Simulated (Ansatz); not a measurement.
**Si2W (I4/mmm): modes against uniaxial strain along c**

Wanted: the shifts of the zone-centre modes of Si2W (I4/mmm) with strain.

Program: Ansatz 0.2.0. Level of theory: DFT PBEsol, scalar-relativistic, plane waves, PAW; PAW set soft_1. Results are calculated unless marked as measured.

### 1. Starting point

Symmetry: I4/mmm, No. 139, tetragonal system. The conventional cell has a = 3.214 Å, b = 3.214 Å, c = 7.830 Å, α = 90.00°, β = 90.00°, γ = 90.00°. Nearest to Si lie 5 Si at 2.59 to 2.63 Å and 5 W at 2.62 Å. Nearest to W lie 10 Si at 2.62 Å. Farther neighbours are not listed.

Structure file:

```cif
data_structure
_symmetry_space_group_name_H-M 'I4/mmm'
_symmetry_Int_Tables_number 139
_cell_length_a 3.2138
_cell_length_b 3.2138
_cell_length_c 7.8299
_cell_angle_alpha 90.000
_cell_angle_beta 90.000
_cell_angle_gamma 90.000
_cell_volume 80.87
loop_
_atom_site_label
_atom_site_type_symbol
_atom_site_symmetry_multiplicity
_atom_site_Wyckoff_symbol
_atom_site_fract_x
_atom_site_fract_y
_atom_site_fract_z
_atom_site_occupancy
Si1 Si 4 e 0.00000 0.00000 0.33470 1
W1 W 2 a 0.00000 0.00000 0.00000 1
```

### 2. Relaxation

The cell and atoms are relaxed, since residual forces and stress would shift the frequencies.

input.yaml

```yaml
crystal:
  lattice:
    - [-1.6069, 1.6069, 3.91495]
    - [1.6069, -1.6069, 3.91495]
    - [1.6069, 1.6069, -3.91495]
  atoms:
    - { symbol: Si, position: [0.3347, 0.3347, 0.0] }
    - { symbol: Si, position: [0.6653, 0.6653, 0.0] }
    - { symbol: W, position: [0.0, 0.0, 0.0] }
kpoints:
  mp_grid: { grid: [18, 18, 18] }
hamiltonian:
  xc: pbesol
  pseudopotentials: { kind: paw, azcp: { folder: soft_1 }, xc_functional: pbe }
scf:
  occupations: { method: gaussian, width: 0.1 }
output:
  forces: true
  stress: true
  eigenvalues: true
relax:
  adjacent_minimum: "off"
  f_tol: 0.005
  max_steps: 80
  cell: { stress_tol: 0.05 }
```

On the command line:

```bash
> ansatz run input.yaml --threads 4 --pin off --max-ram 10240MiB --backend cpu --events-out ev --progress --plain --runs-dir out
```

Numbers of over 12 decimals in the logs are rounded to 6 here.

Output:

```text
Engine: ansatz 0.2.0, aarch64-unknown-linux-gnu
Pseudopotentials: kind: paw
Pseudopotential: Si, paw, valence charge 4, recommended cutoff 420 eV (normal), soft_1/Si.paw.azcp
Pseudopotential: W, paw, valence charge 14, recommended cutoff 420 eV (normal), soft_1/W.paw.azcp
Functional definition: PBEsol
  exchange = pbesol_x
  correlation = pbesol_c
Crystal: 3 atoms, lattice volume = 40.436 Å³
Basis set: ecut = 420 eV, 793 PW (Γ), exchange–correlation on 64×64×64 points (8 copies of the dense FFT grid, shifted against one another)
Bands: 15, of which v1, the nominal top of the filled ones, is band 11 counted from 1 (10 counted from 0)
Symmetry: 16 space group operations
Space group: I4/mmm (ITA 139), of the structure as read, at distance tolerance 3.4e-5 Å
k-points: 480 of 5832
Non-local potential: Si, projectors of the file, l = 0: 2, l = 1: 2, l = 2: 1
Non-local potential: W, projectors of the file, l = 0: 3, l = 1: 2, l = 2: 2, l = 3: 1
PAW form: soft (Blöchl's): semilocal exchange-correlation on the pseudo side does not see the compensation charge
PAW frozen core: Si, regenerated for the run's functional, and the local potential with it (the file was generated under x = pbe(κ = 0.804, μ = 0.219515), c = pbe(β = 0.066725))
PAW frozen core: W, regenerated for the run's functional, and the local potential with it (the file was generated under x = pbe(κ = 0.804, μ = 0.219515), c = pbe(β = 0.066725))
PAW one-centre angular grid: Si, 110 points (default); XC on 64 Gauss nodes
PAW one-centre angular grid: W, 590 points (default); XC on 64 Gauss nodes
Initial density: superposition of atomic densities (chi_scale 0.1, normalization cell, long waves kept (reshape's long-wave potential 0.00 eV rms))
Initial wavefunctions: pseudopotential atomic-orbital guess
Functional: x = pbesol(κ = 0.804, μ = 0.123457), c = pbesol(β = 0.046)
SCF iter   1: F=—  HF=-11502.244091 eV  |F-HF|=—  |Δ(HF+E_count)|=         —  Δρ=4.97e-2  dr2=1.00e0  ethr=3.10e-3  ⟨swp⟩=5.7  Hψ=43220  notcnv=0
preconditioner: auto → Kerker (q_TF=auto, 2.465 Å⁻¹)  [metal: Δε(μ)=0.030 eV  Ē_g=8.281 eV  σ=0.100 eV  W_gap=0.17  n_scr=10 (ndim 8)  ℏωp=21.8 eV  f_vac=0.000  D(μ)=0.25/eV (n_scr^D=0)]
SCF iter   2: F=—  HF=-11501.991906 eV  |F-HF|=—  |Δ(HF+E_count)|=   2.52e-1  Δρ=2.64e-2  dr2=2.17e-1  ethr=3.10e-3  ⟨swp⟩=2.2  Hψ=13513  notcnv=0  defer=3
SCF iter   3: F=—  HF=-11501.915290 eV  |F-HF|=—  |Δ(HF+E_count)|=   7.66e-2  Δρ=6.71e-3  dr2=1.48e-2  ethr=9.86e-4  ⟨swp⟩=2.7  Hψ=12978  notcnv=0  defer=11
SCF iter   4: F=—  HF=-11501.909821 eV  |F-HF|=—  |Δ(HF+E_count)|=   5.47e-3  Δρ=5.08e-4  dr2=5.63e-5  ethr=6.74e-5  ⟨swp⟩=2.1  Hψ=11637  notcnv=0  defer=11
SCF iter   5: F=—  HF=-11501.909812 eV  |F-HF|=—  |Δ(HF+E_count)|=   8.51e-6  Δρ=6.18e-5  dr2=1.04e-6  ethr=2.56e-7  ⟨swp⟩=2.7  Hψ=12769  notcnv=0  defer=11
SCF iter   6: F=-11501.909812 eV  HF=-11501.909812 eV  |F-HF|=1.82e-8  |Δ(HF+E_count)|=   5.91e-8  Δρ=1.03e-5  dr2=4.20e-8  ethr=4.55e-10  ⟨swp⟩=6.1  Hψ=33903  notcnv=0
SCF 1 converged in 6 iterations: F = -11501.909812 eV  dr2 = 4.20e-8
  greatest PAW one-centre occupation: 0.999 electrons in one spin orbital (limit 2), on the W atom at site 2 (counted from 0), in its partial waves of l = 0
relax step   1: F+E_penalty+E_count = -11501.90981238 eV  Δ(F+E_penalty+E_count) = +0.000e0 eV  max|allowed force component| = 8.032e-3 eV/Å  Δτ_max = 0.0000 Å  P = -1.909 GPa  Ω = 40.436 Å³  (6 SCF iters, dr2 threshold 1.00e-7 eV, accepted)
Crystal: 3 atoms, lattice volume = 39.954 Å³
Basis set: ecut = 420 eV, 769 PW (Γ), exchange–correlation on 64×64×64 points (8 copies of the dense FFT grid, shifted against one another)
Initial density: handed on by an earlier stage of this run
Initial wavefunctions: those handed on with the density
iter 1 solved again at ethr=5.72e-7 eV; its pass at ethr=3.10e-3 eV (dr2=1.26e-4 eV) is discarded
SCF iter   1: F=—  HF=-11501.911639 eV  |F-HF|=—  |Δ(HF+E_count)|=         —  Δρ=5.14e-4  dr2=1.53e-4  ethr=5.72e-7  ⟨swp⟩=2.3  Hψ=45787  notcnv=0
preconditioner: auto → Kerker (q_TF=auto, 2.470 Å⁻¹)  [metal: Δε(μ)=0.079 eV  Ē_g=8.199 eV  σ=0.100 eV  W_gap=0.42  n_scr=10 (ndim 8)  ℏωp=22.0 eV  f_vac=0.000  D(μ)=0.18/eV (n_scr^D=0)]
SCF iter   2: F=—  HF=-11501.911609 eV  |F-HF|=—  |Δ(HF+E_count)|=   3.06e-5  Δρ=2.94e-4  dr2=4.38e-5  ethr=5.72e-7  ⟨swp⟩=1.1  Hψ=7294  notcnv=0
SCF iter   3: F=—  HF=-11501.911592 eV  |F-HF|=—  |Δ(HF+E_count)|=   1.66e-5  Δρ=5.45e-5  dr2=1.85e-6  ethr=1.99e-7  ⟨swp⟩=2.5  Hψ=10590  notcnv=0
SCF iter   4: F=-11501.911592 eV  HF=-11501.911592 eV  |F-HF|=3.32e-8  |Δ(HF+E_count)|=   4.82e-7  Δρ=1.19e-5  dr2=5.89e-8  ethr=1.36e-9  ⟨swp⟩=5.2  Hψ=32168  notcnv=0
SCF 2 converged in 4 iterations: F = -11501.911592 eV  dr2 = 5.89e-8
relax step   2: F+E_penalty+E_count = -11501.91159153 eV  Δ(F+E_penalty+E_count) = -1.779e-3 eV  max|allowed force component| = 2.480e-2 eV/Å  Δτ_max = 0.0006 Å  P = +0.799 GPa  Ω = 39.954 Å³  energy of the carried Pulay correction = +1.112e-4 eV  (4 SCF iters, dr2 threshold 3.00e-7 eV, accepted)
Crystal: 3 atoms, lattice volume = 40.096 Å³
iter 1 solved again at ethr=1.44e-7 eV; its pass at ethr=3.10e-3 eV (dr2=3.18e-5 eV) is discarded
SCF iter   1: F=—  HF=-11501.912034 eV  |F-HF|=—  |Δ(HF+E_count)|=         —  Δρ=2.36e-4  dr2=4.01e-5  ethr=1.44e-7  ⟨swp⟩=2.2  Hψ=44361  notcnv=0
preconditioner: auto → Kerker (q_TF=auto, 2.469 Å⁻¹)  [metal: Δε(μ)=0.077 eV  Ē_g=8.176 eV  σ=0.100 eV  W_gap=0.41  n_scr=10 (ndim 8)  ℏωp=21.9 eV  f_vac=0.000  D(μ)=0.18/eV (n_scr^D=0)]
SCF iter   2: F=—  HF=-11501.912031 eV  |F-HF|=—  |Δ(HF+E_count)|=   3.17e-6  Δρ=1.29e-4  dr2=1.14e-5  ethr=1.44e-7  ⟨swp⟩=1.4  Hψ=7869  notcnv=0
SCF iter   3: F=—  HF=-11501.912027 eV  |F-HF|=—  |Δ(HF+E_count)|=   4.26e-6  Δρ=2.48e-5  dr2=5.96e-7  ethr=5.17e-8  ⟨swp⟩=2.6  Hψ=10424  notcnv=0
SCF iter   4: F=-11501.912027 eV  HF=-11501.912027 eV  |F-HF|=7.46e-9  |Δ(HF+E_count)|=   1.83e-7  Δρ=5.84e-6  dr2=1.33e-8  ethr=1.36e-9  ⟨swp⟩=4.8  Hψ=28477  notcnv=0
SCF 3 converged in 4 iterations: F = -11501.912027 eV  dr2 = 1.33e-8
relax step   3: F+E_penalty+E_count = -11501.91202688 eV  Δ(F+E_penalty+E_count) = -4.353e-4 eV  max|allowed force component| = 8.655e-3 eV/Å  Δτ_max = 0.0004 Å  P = -0.010 GPa  Ω = 40.096 Å³  energy of the carried Pulay correction = +7.844e-5 eV  (4 SCF iters, dr2 threshold 3.00e-7 eV, accepted)
[...]
relax step   4: F+E_penalty+E_count = -11501.91203050 eV  Δ(F+E_penalty+E_count) = -3.622e-6 eV  max|allowed force component| = 3.287e-3 eV/Å  Δτ_max = 0.0003 Å  P = -0.004 GPa  Ω = 40.094 Å³  energy of the carried Pulay correction = +7.889e-5 eV  (3 SCF iters, dr2 threshold 4.68e-9 eV, accepted)
Initial wavefunctions: pseudopotential atomic-orbital guess (no wavefunctions were taken with the density)
iter 1 solved again at ethr=1.23e-8 eV; its pass at ethr=3.10e-3 eV (dr2=2.71e-6 eV) is discarded
SCF iter   1: F=—  HF=-11501.911946 eV  |F-HF|=—  |Δ(HF+E_count)|=         —  Δρ=1.35e-5  dr2=1.36e-8  ethr=1.23e-8  ⟨swp⟩=3.1  Hψ=63722  notcnv=0
SCF iter   2: F=—  HF=-11501.911951 eV  |F-HF|=—  |Δ(HF+E_count)|=   5.24e-6  Δρ=7.08e-6  dr2=3.71e-9  ethr=6.18e-11  ⟨swp⟩=2.5  Hψ=12127  notcnv=0
SCF iter   3: F=—  HF=-11501.911951 eV  |F-HF|=—  |Δ(HF+E_count)|=   1.09e-9  Δρ=5.80e-7  dr2=1.23e-10  ethr=1.69e-11  ⟨swp⟩=3.0  Hψ=13242  notcnv=0
SCF iter   4: F=-11501.911951 eV  HF=-11501.911951 eV  |F-HF|=0.00e0  |Δ(HF+E_count)|=  2.00e-11  Δρ=1.70e-7  dr2=1.21e-11  ethr=1.00e-12  ⟨swp⟩=5.9  Hψ=33380  notcnv=0
SCF 5 converged in 4 iterations: F = -11501.911951 eV  dr2 = 1.21e-11
relax step   5: F+E_penalty+E_count = -11501.91195079 eV  Δ(F+E_penalty+E_count) = +7.972e-5 eV  max|allowed force component| = 3.268e-3 eV/Å  Δτ_max = 0.0000 Å  P = -0.004 GPa  Ω = 40.094 Å³  stress off target by 5.53e-3 GPa  SCF on the basis re-selected at this cell (its energy is not comparable with the rows above)  (4 SCF iters)
basis re-selected at this cell: Δ(F+E_penalty+E_count) = +7.972e-5 eV, ΔP = +0.000 GPa vs the last step (what re-selecting the basis moved, of the pressure what is left beyond the Pulay correction that the steps carried, after the strain that the cell walked since its last selection, with what the two solves' SCF thresholds leave and, on support functions, any second-order correction that the steps lacked; it is no m [...]
SCF converged after 4 iterations
Free energy (F): -11501.911951 eV
Harris-Foulkes:  -11501.911951 eV  (|F-HF|=0.00e0)
Internal energy: -11501.911067 eV  (E = F + TS)
E sigma→0 (E₀):  -11501.911509 eV
Entropy (-TS):   -0.000884 eV (-0.295 meV/atom)
Fermi energy:    16.717156 eV
--- Per-component energies (eV) ---
  E_band       = -80.938367
  E_kinetic    = 513.728392
  E_local      = -881.721564  (includes V_loc(G=0)·N_el)
  E_nonlocal   = 21.226030
  E_hartree    = 383.397450
  E_xc         = -382.861446
  E_vxc        = -333.535021  (∫ρ·V_xc dr)
  E_paw        = -9446.680467  (= ΣΔE_a)
  E_vpaw       = -167.431328  (= ΣTr[D̂ρ^β])
  E_aug_tail   = 0.000209  (compensation charges beyond the density's cutoff)
  E_ewald      = -1709.284650
  E_core_change = 0.284979  (= ΣΔE_core)
  E_smearing   = -0.000884  (= −TS)
  E_closure    = -0.000000  (closes the sum)
  Σ components = -11501.911951   (vs F -11501.911951, Δ=0.00e0)
--- Forces (eV/Å), atoms counted from 1 ---
  atom   1  Si     0.00000000     0.00000000    -0.00326799
  atom   2  Si    -0.00000000    -0.00000000     0.00326799
  atom   3  W     -0.00000000     0.00000000     0.00000000
  max |Σ_I F_I| component: 1.39e-17 eV/Å
--- Stress (GPa, compression-positive) ---
       -0.002535       0.000000       0.000000
        0.000000      -0.002535       0.000000
        0.000000       0.000000      -0.005529
  P = ⅓ Tr σ = -0.0035 GPa (-0.035 kbar)
--- Band table (eV; the first three rows and the last of 480) ---
  k-point 0: bands = [... 7 lower, 13.3184, 13.8540, 13.8540, 17.3449, 19.5379, 19.5968, 19.8476, 19.8476]
  k-point 1: bands = [... 7 lower, 13.3428, 13.5868, 14.2385, 16.8271, 19.3832, 19.9142, 19.9230, 19.9481]
  k-point 2: bands = [... 7 lower, 12.9517, 13.4195, 14.7566, 15.7074, 19.1726, 20.1211, 20.1626, 20.5581]
  k-point 479: bands = [... 7 lower, 14.1004, 15.8994, 15.8994, 16.2030, 16.2030, 17.5232, 21.2342, 21.6873]
--- Relaxed structure (4 steps of the walk, 4 accepted, 1 SCFs on fresh bases) ---
  F+E_penalty+E_count = -11501.91195079 eV   max|allowed force component| = 3.268e-3 eV/Å   (the final SCF, on the basis selected at the relaxed cell)
  cell:  # Å, volume = 40.0936 Å³
    - [-1.601445, 1.601445, 3.908322]
    - [1.601445, -1.601445, 3.908322]
    - [1.601445, 1.601445, -3.908322]
  atoms:
    - { symbol: Si, position: [0.334539, 0.334539, 0] }
    - { symbol: Si, position: [0.665461, 0.665461, 0] }
    - { symbol: W, position: [0, 0, 0] }
```

Elapsed: 23 s, on 4 threads of Arm Neoverse V1, shared host; peak memory 0.58 GiB.

The steps of the relaxation:

| step | energy less that of the first step (eV) | largest force component (eV/Å) | pressure (GPa) | volume (Å³) |
| --- | --- | --- | --- | --- |
| 1 | 0.0000 | 0.0080 | -1.91 | 40.44 |
| 2 | -0.0018 | 0.0248 | 0.80 | 39.95 |
| 3 | -0.0022 | 0.0087 | -0.01 | 40.10 |
| 4 | -0.0022 | 0.0033 | 0.00 | 40.09 |
| 5* | -0.0021 | 0.0033 | 0.00 | 40.09 |

Relaxation steps marked * repeat the geometry before them on a plane-wave basis chosen anew for their cell, so energy and pressure can jump there.

The run keeps the 16 symmetry operations that it works with, so distortions that break them were not tested.

| conventional cell, symmetrised | before | after | change |
| --- | --- | --- | --- |
| a (Å) | 3.214 | 3.203 | -0.3 % |
| b (Å) | 3.214 | 3.203 | -0.3 % |
| c (Å) | 7.830 | 7.817 | -0.2 % |
| volume (Å³/atom) | 13.48 | 13.36 | -0.8 % |

The relaxed structure:

```xyz
3
Lattice="-1.6014 1.6014 3.9083 1.6014 -1.6014 3.9083 1.6014 1.6014 -3.9083" Properties=species:S:1:pos:R:3 pbc="T T T"
Si    0.0000    0.0000    2.6150
Si    0.0000    0.0000    5.2017
W     0.0000    0.0000    0.0000
```

This step gave:

* pressure: -0.003533 GPa
* volume per atom: 13.36 Å³
* gap on the k-mesh: 0 eV

In this step the volume went from 13.48 to 13.36 Å³/atom.

### 3. Tight relaxation

Phonons need small forces and stress, so the relaxation is finished with tight tolerances on 20×20×20 k points.

input.yaml

```yaml
crystal:
  lattice:
    - [-1.6014454819, 1.6014454819, 3.908322351]
    - [1.6014454819, -1.6014454819, 3.908322351]
    - [1.6014454819, 1.6014454819, -3.908322351]
  atoms:
    - { symbol: Si, position: [0.3345392717, 0.3345392717, 0.0] }
    - { symbol: Si, position: [0.6654607283, 0.6654607283, 0.0] }
    - { symbol: W, position: [0.0, 0.0, 0.0] }
kpoints:
  mp_grid: { grid: [20, 20, 20] }
hamiltonian:
  xc: pbesol
  pseudopotentials: { kind: paw, azcp: { folder: soft_1 }, xc_functional: pbe }
scf:
  occupations: { method: methfessel_paxton, width: 0.2 }
output:
  forces: true
  stress: true
  eigenvalues: true
  write_density: true
  write_potential: true
  elf: true
  volumetric_format: npy
relax:
  adjacent_minimum: "off"
  f_tol: 0.001
  max_steps: 60
  cell: { stress_tol: 0.01 }
```

Output:

```text
[...]
Crystal: 3 atoms, lattice volume = 40.094 Å³
Basis set: ecut = 420 eV, 769 PW (Γ), exchange–correlation on 64×64×64 points (8 copies of the dense FFT grid, shifted against one another)
Bands: 15, of which v1, the nominal top of the filled ones, is band 11 counted from 1 (10 counted from 0)
Symmetry: 16 space group operations
[...]
k-points: 641 of 8000
[...]
--- Relaxed structure (3 steps of the walk, 3 accepted, 1 SCFs on fresh bases) ---
[...]
cell:  # Å, volume = 40.0912 Å³
    - [-1.601472, 1.601472, 3.907958]
    - [1.601472, -1.601472, 3.907958]
    - [1.601472, 1.601472, -3.907958]
  atoms:
    - { symbol: Si, position: [0.334535, 0.334535, 0] }
    - { symbol: Si, position: [0.665465, 0.665465, 0] }
    - { symbol: W, position: [0, 0, 0] }
[key lines of the parts left out:]
SCF converged after 4 iterations
Free energy (F): -11501.910907 eV
Fermi energy:    16.699239 eV
P = ⅓ Tr σ = -0.0000 GPa (-0.000 kbar)
```

It took 25 s on 4 threads; peak memory 0.66 GiB.

Little changed from the start: no atom moved by 0.005 Å and no cell edge by 0.1 %.

This step gave:

```
pressure : -1.25e-5 GPa
```

Valence density in the ac plane of the conventional cell at fractional y = 0.000, with atoms of Si and W within 0.2 Å of it. It is the smooth field of the valence electrons, not physical close to the nuclei.

Ten steps, logarithmic in the rise over the least value, from '_' (0.1 e/Å³) to '@' (5.7 e/Å³), each cell a mean:
```
@@@@@@##++--::::::--++%%@@@@
@@%%##**==::::::::--==**%%%%
****++==--::::::::::--==++**
==------::........::::----==
==------::....__....::------
==------::..______..::------
::::----::..____..::------::
__..::----::......::----::__
__..------::::..::------::..
::--------::::::::----------
----------::::::::::--------
------::::::::::::::::------
--------::::::::::::::------
----------::::::::::--------
..::------::::::::--------::
__..::----::....::::----::__
....::--::::..__..::----::..
--------::..______..::------
====----::..______..::----==
------::::..........::------
++====--::::....::::::--====
%%##**++--::::::::--==++**##
@@@@%%##==--::::::--++##@@@@
@@@@@@##++--::::::--**%%@@@@
```
Columns run along a (3.2 Å), rows up along c (7.8 Å), edges of the conventional cell, whose origin can differ from the input's. Atoms in or near the plane, at fractional coordinates: Si at (0.00, 0.33), Si at (0.00, 0.67), W at (0.00, 0.00).

ELF in the ac plane of the conventional cell at fractional y = 0.000, with atoms of Si and W within 0.2 Å of it. It is the smooth field of the valence electrons, not physical close to the nuclei.

Ten even steps from '_' (0.11) to '@' (0.73), each cell a mean:
```
==**%%**::..::==::..--##%%++
####**--..::--==--..::==####
------::::----==----::::----
========----::::::----======
@@%%##**==::..__..--++##%%%%
@@@@%%##==..______::++##%%@@
++++++**++::____..--++**++++
++----++**==::..::++**++--==
----==##%%**==--==##%%**==--
--==**%%%%**++==++##%%%%**==
++++######++====++**####**++
++++++**++========++++**++++
++++******++======++******++
==++##%%##**++==++##%%%%**++
::--++%%%%**====++##%%##++--
++--==**##++--::--**##++--==
++====++++--..__..==++++====
######**==::______::++######
@@@@%%##==::______::++##@@@@
******++==::::..::--==++****
::::::::--------------::::::
****==::..::--==--::::--++**
**%%%%++....--==::..::**%%##
__==%%**::__::--::__--####--
```
Columns run along a (3.2 Å), rows up along c (7.8 Å), edges of the conventional cell, whose origin can differ from the input's. Atoms in or near the plane, at fractional coordinates: Si at (0.00, 0.33), Si at (0.00, 0.67), W at (0.00, 0.00).

Electrostatic potential energy in the ac plane of the conventional cell at fractional y = 0.000, with atoms of Si and W within 0.2 Å of it. With pseudopotentials it is smooth inside the atoms' cores, unlike the true potential.

Ten even steps from '0' (-29 eV) to '9' (18 eV), each cell a mean:
```
00025899974100
00257999987410
45689999998765
88999999999988
88899999999988
44689999998754
32258999997422
85237999986226
63247999987324
22478999998632
67889999999876
88999999999998
88899999999988
34689999998754
32258999997422
85237999986226
53247999987324
22478999998632
67899999999877
88999999999998
67889999999877
22468999998632
00036899985200
00015899974100
```
Columns run along a (3.2 Å; values clipped at the 3rd and 97th percentile), rows up along c (7.8 Å), edges of the conventional cell, whose origin can differ from the input's. Atoms in or near the plane, at fractional coordinates: Si at (0.00, 0.33), Si at (0.00, 0.67), W at (0.00, 0.00).

The largest force component left is 0.18 meV/Å and the pressure is 0.000 GPa, within the tolerances set. The cell now holds 13.36 Å³/atom.

(Part 1 of 2 ends here.)

[Logs are printed without paths, hosts, clocks, repeated set-up lines and the standing remarks that a program may print on its own settings, such as how far it seeks lower states.]

[Hosts, paths, dates, database ids (printed as entryN), source tags and the programs' standing remarks are cut or masked in the printed files.]
